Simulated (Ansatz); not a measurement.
# G0W0 on several functionals: GaN (P6_3mc)

One-shot GW is not self-consistent; how far does the start matter for GaN (P6_3mc)?

Calculated with Ansatz 0.2.0; G0W0 on several functionals, plane waves, PAW.

This is a report of a sequence of runs, with most program output left out.

The database entry behind the starting cell has ideal inner coordinates that were not refined, so it need not match the best structure at ambient conditions.

In doubt: masses and optical values from hybrid runs of this build are listed as unsure (step 4), which bears on the screening that GW takes from such a start.

## (1) Set-up

The structure is hexagonal, space group P6_3mc (No. 186). The conventional cell has a = 3.190 Å, b = 3.190 Å, c = 5.189 Å, α = 90.00°, β = 90.00°, γ = 120.00°. Nearest to Ga lie 4 N at 1.95 Å. Nearest to N lie 4 Ga at 1.95 Å. Farther neighbours and most contacts between anions are not listed.

Coordinates:

```cif
data_structure
_symmetry_space_group_name_H-M 'P 1'
_symmetry_Int_Tables_number 1
_cell_length_a 3.1900
_cell_length_b 3.1900
_cell_length_c 5.1890
_cell_angle_alpha 90.000
_cell_angle_beta 90.000
_cell_angle_gamma 120.000
_cell_volume 45.73
loop_
_atom_site_label
_atom_site_type_symbol
_atom_site_fract_x
_atom_site_fract_y
_atom_site_fract_z
_atom_site_occupancy
Ga1 Ga 0.66667 0.33333 0.00000 1
Ga2 Ga 0.33333 0.66667 0.50000 1
N3 N 0.66667 0.33333 0.37500 1
N4 N 0.33333 0.66667 0.87500 1
```

The cell and positions come from the Crystallography Open Database and are kept as given unless a step says otherwise. The default PAW set here is soft_1. Its files were made with PBE; for other functionals the partial waves and projectors stay those of PBE.

## (2) G0W0 on PBE

G0W0 replaces the xc potential by the self-energy, built once from these orbitals. Only a window of levels is corrected, while the sums run over the empty bands that the input names.

This step: G0W0 on PBE, plane waves, PAW.

File input.yaml:

```yaml
crystal:
  lattice:
    - [3.19, 0.0, 0.0]
    - [-1.595, 2.7626210381, 0.0]
    - [0.0, 0.0, 5.189]
  atoms:
    - { symbol: Ga, position: [0.6666666667, 0.3333333333, 0.0] }
    - { symbol: Ga, position: [0.3333333333, 0.6666666667, 0.5] }
    - { symbol: "N", position: [0.6666666667, 0.3333333333, 0.375] }
    - { symbol: "N", position: [0.3333333333, 0.6666666667, 0.875] }
kpoints:
  mp_grid: { grid: [6, 6, 4] }
hamiltonian:
  xc: pbe
  pseudopotentials: { kind: paw, azcp: { folder: "./paw" } }
scf:
  occupations: { method: fixed }
gw:
  n_empty_bands: 136
  ecut_chi: 120
  qp_bands: [v2, c2]
  qp_kpoints: band_edges
  screening: { model: contour_deformation }
```

The run is started by

```bash
$ ansatz run input.yaml --threads 3 --pin off --max-ram 92160MiB --backend cuda --events-out ev --progress --plain --runs-dir out --devices 1 --max-vram 13GiB
```

It took 19 s on 1 × NVIDIA H100 80GB HBM3 (shared by 6 runs) with 3 threads of AMD EPYC 7R13 (Zen 3), shared host; peak memory 1.2 GiB; 13 s of CPU time.

Numbers from this step:

| Property | Result |
| --- | --- |
| bands summed | 154 |
| RPA ε∞ on this mesh (eigenvalues) | 5.991, 6.035, 6.035 |
| plane waves in the screening matrix | 135 |
| q-points in the mesh | 144 |
| G0W0 gap on the mesh | 3.012 eV |
| k of the valence top | 0, 0, 0 |
| k of the conduction bottom | 0, 0, 0 |
| starting gap on the mesh | 1.890 eV |
| Z at the valence top | 0.7706 |
| Z at the conduction bottom | 0.8050 |
| least direct G0W0 gap on the computed points | 3.012 eV |

The gap on the mesh goes from 1.89 eV to 3.01 eV, a correction of +1.12 eV. Between the two edge states, bare exchange in place of the xc potential would open the gap by 7.86 eV, and correlation takes back 6.74 eV.

## (3) G0W0 on LDA

The same correction from a different start measures what one shot leaves open.

This step: G0W0 on LDA, plane waves, PAW.

input.yaml, as its differences from that of step 2:

```diff
@@ -13,3 +13,3 @@
 hamiltonian:
-  xc: pbe
+  xc: lda
   pseudopotentials: { kind: paw, azcp: { folder: "./paw" } }
```

The job ended after 26 s (1 × NVIDIA H100 80GB HBM3 (shared by 6 runs) with 3 threads; peak memory 1.2 GiB; 21 s of CPU time).

Numbers from this step:

* bands summed: 154
* RPA ε∞ on this mesh (eigenvalues): 6.068, 6.137, 6.137
* plane waves in the screening matrix: 135
* q-points in the mesh: 144
* G0W0 gap on the mesh: 3.053 eV
* k of the valence top: 0, 0, 0
* k of the conduction bottom: 0, 0, 0
* starting gap on the mesh: 1.899 eV
* Z at the valence top: 0.7698
* Z at the conduction bottom: 0.8033
* least direct G0W0 gap on the computed points: 3.053 eV

Against the run with 6×6×4 mesh, 136 empty bands, screening to 120 eV on PBE, the gap moves by +0.04 eV.

## (4) G0W0 on HSE06

This step: G0W0 on HSE06, plane waves, PAW.

input.yaml, as its differences from that of step 3:

```diff
@@ -13,3 +13,3 @@
 hamiltonian:
-  xc: lda
+  xc: hse06
   pseudopotentials: { kind: paw, azcp: { folder: "./paw" } }
```

Elapsed: 45 s, on 1 × NVIDIA H100 80GB HBM3 (shared by 6 runs) with 3 threads; peak memory 1.6 GiB; 29 s of CPU time.

Numbers from this step:

```
bands summed                                 : 154
RPA ε∞ on this mesh (eigenvalues)            : 4.545, 4.545, 4.562
plane waves in the screening matrix          : 135
G0W0 gap on the mesh                         : 3.607 eV
k of the valence top                         : 0, 0, 0
k of the conduction bottom                   : 0, 0, 0
starting gap on the mesh                     : 3.149 eV
least direct G0W0 gap on the computed points : 3.607 eV
```

Against the run with 6×6×4 mesh, 136 empty bands, screening to 120 eV on LDA, the gap moves by +0.55 eV, while the start moved by +1.25 eV.

## (5) Side by side

All on the 6×6×4 mesh with 136 empty bands and screening to 120 eV. Times are wall times on 1 × NVIDIA H100 80GB HBM3 (shared by 6 runs) with 3 threads of AMD EPYC 7R13 (Zen 3), shared host, good to a factor of about two.

| start | starting gap (eV) | shift (eV) | G0W0 gap (eV) | RPA ε∞ (harmonic mean) | Z (valence, conduction) | time |
| --- | --- | --- | --- | --- | --- | --- |
| PBE | 1.89 | +1.12 | 3.01 | 6.02 | 0.77, 0.81 | 19 s |
| LDA | 1.90 | +1.15 | 3.05 | 6.11 | 0.77, 0.80 | 26 s |
| HSE06 | 3.15 | +0.46 | 3.61 | 4.55 | 0.80, 0.83 | 45 s |

How the two edges are built up, in eV (the quasiparticle level is the starting level plus Σx plus Σc less Vxc):

| run | edge | start | Σx | Σc | Vxc | Z | QP |
| --- | --- | --- | --- | --- | --- | --- | --- |
| PBE | valence top | 9.68 | -23.86 | 3.11 | -20.23 | 0.77 | 9.17 |
| PBE | conduction bottom | 11.57 | -11.54 | -3.62 | -15.77 | 0.81 | 12.18 |
| LDA | valence top | 9.31 | -23.79 | 3.03 | -20.41 | 0.77 | 8.96 |
| LDA | conduction bottom | 11.21 | -11.65 | -3.69 | -16.14 | 0.80 | 12.01 |
| HSE06 | valence top | 8.85 | -23.61 | 2.86 | -20.74 | 0.80 | 8.84 |
| HSE06 | conduction bottom | 12.00 | -10.90 | -3.60 | -14.96 | 0.83 | 12.45 |

For a hybrid start, Vxc holds its share of exact exchange.

## (6) Outcome

```yaml
g0w0_pbe: 3.01 eV (start 1.89 eV)
g0w0_lda: 3.05 eV (start 1.90 eV)
g0w0_hse06: 3.61 eV (start 3.15 eV)
known_limits: not at the basis limit; no spin-orbit coupling
```

In words: The starting gaps span 1.26 eV and the G0W0 gaps 0.60 eV. Between PBE and HSE06, 0.60 eV of the 1.26 eV survives, 47 %. HSE06 screens less than PBE (ε∞ 4.55 against 6.02). Of the 0.60 eV by which its G0W0 gap is higher, the correlation part gives +0.27 eV, and exchange with the one-particle terms, which follow the orbitals, +0.32 eV. The smallest correction, +0.46 eV, is on HSE06, the start nearest to reproducing itself. Bands and cutoff are finite, so the gap is not at the basis limit. The miss can reach some tenths of an eV and take either sign; the mesh is an error of its own. The many-body steps are scalar-relativistic: spin-orbit coupling is not in them.

[Paths, hosts, dates, memory and timing lines, banners, echoed tables and standing remarks are left out of the program output.]

[Logs are printed without paths, hosts, clocks, repeated set-up lines and the standing remarks that a program may print on its own settings, such as how far it seeks lower states.]

[Runs of the session that timed out or met a known fault of the program may be left out.]

[Cells called generated may have been cut or substituted from an entry of the Crystallography Open Database or the Materials Project.]

[Hosts, paths, dates, database ids (printed as entryN), source tags and the programs' standing remarks are cut or masked in the printed files.]
